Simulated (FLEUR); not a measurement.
# Magnetic state of Eu from several starts

Wanted: the moments of Eu and the energy of each order that was tried.

Main program and level: FLEUR MaX-R8.1; PBEsol with U = 6 eV on Eu f; all-electron FLAPW, Dirac cores, scalar-relativistic bands.

Report form: the programs' logs are mostly left out.

The database entry behind the starting cell differs from later determinations by our own check (about 0.5 % long), so it need not match the best structure at ambient conditions.

### Step 1. The structure

It takes space group Im-3m (No. 229, cubic). The conventional cell has a = 4.606 Å, b = 4.606 Å, c = 4.606 Å, α = 90.00°, β = 90.00°, γ = 90.00°. Nearest to Eu lie 8 Eu at 3.99 Å.

Structure file:

```
Eu
1.0
    -2.30300    2.30300    2.30300
     2.30300   -2.30300    2.30300
     2.30300    2.30300   -2.30300
Eu
1
Cartesian
  0.0000 0.0000 0.0000
```

### Step 2. Order 1, typed as ferro +

The parallel start is the test of whether parallel moments hold. A Hubbard U acts on the open shell, since semilocal functionals spread its electrons too much.

The file n_mmp_mat seeds the f occupations with whole cubic orbitals by Hund's first rule, so that the U acts from the first pass. inpgen writes inp.xml from crystal.txt; cutoffs, mixing, functional, smearing and local orbitals are then set in the file. The k list default-1 (kpts.xml, not shown) is a Γ-centred 8×8×8 mesh; where the ranks do not divide the number of points, some are split in two of half the weight.

File inp.xml:

```
<?xml version="1.0" encoding="UTF-8" standalone="no"?>
<fleurInput fleurInputVersion="0.39">
   <comment>
      Eu
   </comment>
   <calculationSetup>
      <cutoffs Kmax="3.6" Gmax="10.8" GmaxXC="10.8" numbands="0"/>
      <scfLoop itmax="130" minDistance="0.0001" maxIterBroyd="15" imix="Anderson" alpha="0.05" precondParam="0.0" spinf="2.0" sdNocoIR="T"/>
      <coreElectrons ctail="T" frcor="F" kcrel="0" coretail_lmax="0"/>
      <xcFunctional name="PBEs" relativisticCorrections="F"/>
      <magnetism jspins="2"/>
      <soc l_soc="F" theta="0.0" phi="0.0" spav="F"/>
      <expertModes spex="0" secvar="F"/>
      <geometryOptimization l_f="F" forcealpha="1.0" forcemix="BFGS" epsdisp="0.00001" epsforce="0.00001"/>
      <ldaU l_linMix="F" mixParam="0.05" spinf="1.0"/>
   </calculationSetup>
   <cell>
      <bzIntegration valenceElectrons="17.0" mode="hist" fermiSmearingEnergy="0.00110248">
         <kPointListSelection listName="default-1"/>
         <xi:include xmlns:xi="http://www.w3.org/2001/XInclude" href="kpts.xml"> </xi:include>
      </bzIntegration>
      <xi:include xmlns:xi="http://www.w3.org/2001/XInclude" href="sym.xml"> </xi:include>
      <bulkLattice scale="1.0">
         <bravaisMatrix>
            <row-1>   -4.3520392649537998     4.3520392649537998     4.3520392649537998</row-1>
            <row-2>    4.3520392649537998    -4.3520392649537998     4.3520392649537998</row-2>
            <row-3>    4.3520392649537998     4.3520392649537998    -4.3520392649537998</row-3>
         </bravaisMatrix>
      </bulkLattice>
   </cell>
   <atomSpecies>
      <species name="Europium (7.000" element="Eu" atomicNumber="63">
         <mtSphere radius="2.8" gridPoints="925" logIncrement="0.014"/>
         <atomicCutoffs lmax="10" lnonsphr="8"/>
         <electronConfig flipSpins="F">
            <coreConfig>(1s1/2) (2s1/2) (2p1/2) (2p3/2) (3s1/2) (3p1/2) (3p3/2) (4s1/2) (3d3/2) (3d5/2) (4p1/2) (4p3/2) (4d3/2) (4d5/2)</coreConfig>
            <valenceConfig>(5s1/2) (5p1/2) (5p3/2) (6s1/2) (4f5/2) (4f7/2)</valenceConfig>
            <stateOccupation state="(4f5/2)" spinUp="3.0" spinDown="0.0"/>
            <stateOccupation state="(4f7/2)" spinUp="4.0" spinDown="0.0"/>
         </electronConfig>
         <energyParameters s="6" p="6" d="5" f="4"/>
         <ldaU l="3" U="6.0" J="0.0" l_amf="F"/>
         <lo type="SCLO" l="0" n="5" eDeriv="0"/>
         <lo type="SCLO" l="1" n="5" eDeriv="0"/>
      </species>
   </atomSpecies>
   <atomGroups>
      <atomGroup species="Europium (7.000">
         <relPos label="                   1">.0000000000 .0000000000 .0000000000</relPos>
         <force calculate="T" relaxXYZ="TTT"/>
      </atomGroup>
   </atomGroups>
   <output dos="F" band="F" slice="F">
      <bandDOS minEnergy="-.5*Htr" maxEnergy="0.5*Htr" sigma="0.015" storeEVData="T"/>
      <plotting iplot="0" polar="F">
         <plot TwoD="T" vec1="  1.0  0.0  0.0" vec2="  0.0  1.0  0.0" vec3="  0.0  0.0  1.0" zero="  0.0  0.0  0.0" file="plot"/>
      </plotting>
      <moessbauerParams electricFieldGradient="F" isomerShift="F" coreHyperfine="F" valenceHyperfine="F"/>
   </output>
</fleurInput>
```

File crystal.txt:

```
Eu
&input film=F cartesian=F /
-2.30300000000  2.30300000000  2.30300000000
2.30300000000  -2.30300000000  2.30300000000
2.30300000000  2.30300000000  -2.30300000000
1.8897261246
1.0 1.0 1.0

1
63 0.00000000000  0.00000000000  0.00000000000 : 7.000

&kpt div1=8 div2=8 div3=8 gamma=T /
```

Started as:

```
$ OMP_NUM_THREADS=1 inpgen -f crystal.txt > inpgen.log  # inp.xml is then edited as shown
$ OMP_NUM_THREADS=1 mpirun -n 4 fleur_MPI > fleur.log
```

It took 18 s on 4 MPI ranks of Intel Xeon Platinum 8259CL at 2.50GHz (Skylake/Cascade Lake), shared host; peak memory 0.23 GiB.

Read from the output:

```
free energy                                                       : -295208.5605 eV
program's band gap on this mesh (in a metal only a level spacing) : 0.003233 eV
magnetization                                                     : 7.284 μB
final state                                                       : ferromagnetic
largest moment                                                    : 7.020 μB
```

After 18 cycles the largest moment stands at 7.02 μB.

### Step 3. Run 2 (antiferro q=(1/2,1/2,1/2) +-)

An opposed order shows whether neighbours prefer unlike signs.

The cell is doubled to 2 atoms to hold this order. The mesh is halved along the doubled vector, so that both cells sample the same points. The k list default-1 (kpts.xml, not shown) is a Γ-centred 4×8×8 mesh.

Edit inp.xml of step 2 so:

```diff
@@ -17,3 +17,3 @@
    <cell>
-      <bzIntegration valenceElectrons="17.0" mode="hist" fermiSmearingEnergy="0.00110248">
+      <bzIntegration valenceElectrons="34.0" mode="hist" fermiSmearingEnergy="0.00110248">
          <kPointListSelection listName="default-1"/>
@@ -24,5 +24,5 @@
          <bravaisMatrix>
-            <row-1>   -4.3520392649537998     4.3520392649537998     4.3520392649537998</row-1>
-            <row-2>    4.3520392649537998    -4.3520392649537998     4.3520392649537998</row-2>
-            <row-3>    4.3520392649537998     4.3520392649537998    -4.3520392649537998</row-3>
+            <row-1>   -8.7040785299075996     8.7040785299075996     8.7040785299075996</row-1>
+            <row-2>    0.0000000000000000     0.0000000000000000     8.7040785299075996</row-2>
+            <row-3>    0.0000000000000000     8.7040785299075996     0.0000000000000000</row-3>
          </bravaisMatrix>
@@ -45,2 +45,16 @@
       </species>
+      <species name="Europium (-7.000" element="Eu" atomicNumber="63">
+         <mtSphere radius="2.8" gridPoints="925" logIncrement="0.014"/>
+         <atomicCutoffs lmax="10" lnonsphr="8"/>
+         <electronConfig flipSpins="F">
+            <coreConfig>(1s1/2) (2s1/2) (2p1/2) (2p3/2) (3s1/2) (3p1/2) (3p3/2) (4s1/2) (3d3/2) (3d5/2) (4p1/2) (4p3/2) (4d3/2) (4d5/2)</coreConfig>
+            <valenceConfig>(5s1/2) (5p1/2) (5p3/2) (6s1/2) (4f5/2) (4f7/2)</valenceConfig>
+            <stateOccupation state="(4f5/2)" spinUp="0.0" spinDown="3.0"/>
+            <stateOccupation state="(4f7/2)" spinUp="0.0" spinDown="4.0"/>
+         </electronConfig>
+         <energyParameters s="6" p="6" d="5" f="4"/>
+         <ldaU l="3" U="6.0" J="0.0" l_amf="F"/>
+         <lo type="SCLO" l="0" n="5" eDeriv="0"/>
+         <lo type="SCLO" l="1" n="5" eDeriv="0"/>
+      </species>
    </atomSpecies>
@@ -49,2 +63,6 @@
          <relPos label="                   1">.0000000000 .0000000000 .0000000000</relPos>
+         <force calculate="T" relaxXYZ="TTT"/>
+      </atomGroup>
+      <atomGroup species="Europium (-7.000">
+         <relPos label="                   2">1.000/2.000 .0000000000 .0000000000</relPos>
          <force calculate="T" relaxXYZ="TTT"/>
```

File crystal.txt:

```
Eu
&input film=F cartesian=F /
-4.60600000000  4.60600000000  4.60600000000
0.00000000000  0.00000000000  4.60600000000
0.00000000000  4.60600000000  0.00000000000
1.8897261246
1.0 1.0 1.0

2
63 0.00000000000  0.00000000000  0.00000000000 : 7.000
63 0.50000000000  0.00000000000  0.00000000000 : -7.000

&kpt div1=4 div2=8 div3=8 gamma=T /
```

The job ended after 38 s (4 MPI ranks; peak memory 0.32 GiB).

This step gave:

```yaml
free_energy: -590417.0938 eV
program_s_band_gap_on_this_mesh_in_a_metal_only_a_level_spacing: 0 eV
magnetization: 0 μB
final_state: antiferromagnetic
largest_moment: 6.985 μB
```

It lies 13.6 meV a seeded atom over the first start, and its largest moment is 6.99 μB against 7.02 μB.

### Step 4. Start 3: antiferro q=(0,0,1/2) +-

The cell is doubled to 2 atoms to hold this order. The mesh is halved along the doubled vector, so that both cells sample the same points. The k list default-1 (kpts.xml, not shown) is a Γ-centred 8×8×4 mesh.

Edit inp.xml of step 3 so:

```diff
@@ -24,5 +24,5 @@
          <bravaisMatrix>
-            <row-1>   -8.7040785299075996     8.7040785299075996     8.7040785299075996</row-1>
-            <row-2>    0.0000000000000000     0.0000000000000000     8.7040785299075996</row-2>
-            <row-3>    0.0000000000000000     8.7040785299075996     0.0000000000000000</row-3>
+            <row-1>   -4.3520392649537998     4.3520392649537998     4.3520392649537998</row-1>
+            <row-2>    4.3520392649537998    -4.3520392649537998     4.3520392649537998</row-2>
+            <row-3>    8.7040785299075996     8.7040785299075996    -8.7040785299075996</row-3>
          </bravaisMatrix>
@@ -66,3 +66,3 @@
       <atomGroup species="Europium (-7.000">
-         <relPos label="                   2">1.000/2.000 .0000000000 .0000000000</relPos>
+         <relPos label="                   2">.0000000000 .0000000000 1.000/2.000</relPos>
          <force calculate="T" relaxXYZ="TTT"/>
```

File crystal.txt:

```
Eu
&input film=F cartesian=F /
-2.30300000000  2.30300000000  2.30300000000
2.30300000000  -2.30300000000  2.30300000000
4.60600000000  4.60600000000  -4.60600000000
1.8897261246
1.0 1.0 1.0

2
63 0.00000000000  0.00000000000  0.00000000000 : 7.000
63 0.00000000000  0.00000000000  0.50000000000 : -7.000

&kpt div1=8 div2=8 div3=4 gamma=T /
```

Elapsed: 79 s, on 4 MPI ranks; peak memory 0.37 GiB; 5.2 min of CPU time.

Spin moment in the muffin-tin sphere by atom:

| atom | spin moment in the muffin-tin sphere (μB) |
| --- | --- |
| Eu1 | 7.01 |
| Eu2 | -7.01 |

Numbers from this step:

| Property | Result |
| --- | --- |
| free energy | -590417.1163 eV |
| program's band gap on this mesh (in a metal only a level spacing) | 1.39e-6 eV |
| magnetization | 0 μB |
| final state | antiferromagnetic |

It lies 2.36 meV a seeded atom over the first start, and its largest moment is 7.01 μB against 7.02 μB.

### Step 5. The states side by side

Free energies are divided by the number of seeded atoms, so that cells of unlike size compare. Wavevectors q in the names are fractions of the primitive cell's reciprocal vectors.

Orders:

| start | final state | typed order kept | energy over the lowest (meV a seeded atom) | largest sphere moment (μB) | net moment (μB a primitive cell) | mesh matched | CPU time (s) |
| --- | --- | --- | --- | --- | --- | --- | --- |
| ferro + | ferromagnetic | yes | 0 | 7.02 | 7.284 | yes | 70.99 |
| antiferro q=(1/2,1/2,1/2) +- | antiferromagnetic | yes | 13.64 | 6.985 | 0 | yes | 150.4 |
| antiferro q=(0,0,1/2) +- | antiferromagnetic | yes | 2.364 | 7.013 | 0 | yes | 313.9 |

### Step 6. Spin–orbit coupling, moments along [001]

Spin–orbit coupling ties the spins to the lattice and lets orbital moments form.

A new self-consistent run of the start ferro +, with the moments along z. Here n_mmp_mat seeds f states of whole m by Hund's three rules. The k list default-1 (kpts.xml, not shown) is a Γ-centred 8×8×8 mesh.

Edit inp.xml of step 2 so:

```diff
@@ -6,3 +6,3 @@
    <calculationSetup>
-      <cutoffs Kmax="3.6" Gmax="10.8" GmaxXC="10.8" numbands="0"/>
+      <cutoffs Kmax="3.6" Gmax="10.8" GmaxXC="10.8" numbands="37"/>
       <scfLoop itmax="130" minDistance="0.0001" maxIterBroyd="15" imix="Anderson" alpha="0.05" precondParam="0.0" spinf="2.0" sdNocoIR="T"/>
@@ -11,3 +11,3 @@
       <magnetism jspins="2"/>
-      <soc l_soc="F" theta="0.0" phi="0.0" spav="F"/>
+      <soc l_soc="T" theta="0.0" phi="0.0" spav="F"/>
       <expertModes spex="0" secvar="F"/>
```

Edit crystal.txt of step 2 so:

```diff
@@ -11,2 +11,3 @@
 
+&soc 0.0000000 0.0000000 /
 &kpt div1=8 div2=8 div3=8 gamma=T /
```

Wall time 47 s (4 MPI ranks); peak memory 0.31 GiB; 3.1 min of CPU time.

Numbers from this step:

```yaml
free_energy: -295208.8091 eV
program_s_band_gap_on_this_mesh_in_a_metal_only_a_level_spacing: 0 eV
magnetization: 7.288 μB
final_state: ferromagnetic
largest_moment: 7.017 μB
orbital_moment_along_the_spin: -0.01024 μB
```

Orbital moment in the sphere, along the spin axis by atom:

| atom | orbital moment in the sphere, along the spin axis (μB) |
| --- | --- |
| Eu1 | -0.0102 |

### Step 7. Results

| Property | Result |
| --- | --- |
| lowest state found | ferromagnetic (typed ferro +) |
| largest site spin moment | 7.02 μB |
| next finished state | antiferromagnetic, 2.36 meV a seeded atom higher |
| orbital moment on the atom of largest spin, along its spin (spin–orbit run) | -0.0102 μB |
| spin plus orbital moment | Eu 7.01 μB |

**Reading.** The lowest state found is ferromagnetic, reached from the start ferro +, with moments up to 7.02 μB. The two lowest states lie so close that the mesh, the functional or spin–orbit coupling could swap them. The shell is near half filling, where Hund's rules give no orbital moment. This is the lowest of 3 finished starts, no proof of the ground state. The f shell is half filled, so the spin-only picture is fair.

[Logs and program files are shortened in this print: banners, set-up blocks, solver, clock and traceback lines can be left out without a mark of their own.]

[Logs are printed without paths, hosts, clocks, repeated set-up lines and the standing remarks that a program may print on its own settings, such as how far it seeks lower states.]

[Hosts, paths, dates, database ids (printed as entryN), source tags and the programs' standing remarks are cut or masked in the printed files.]

[Where a cell is said to come from a database of computed structures, the database is the Materials Project.]
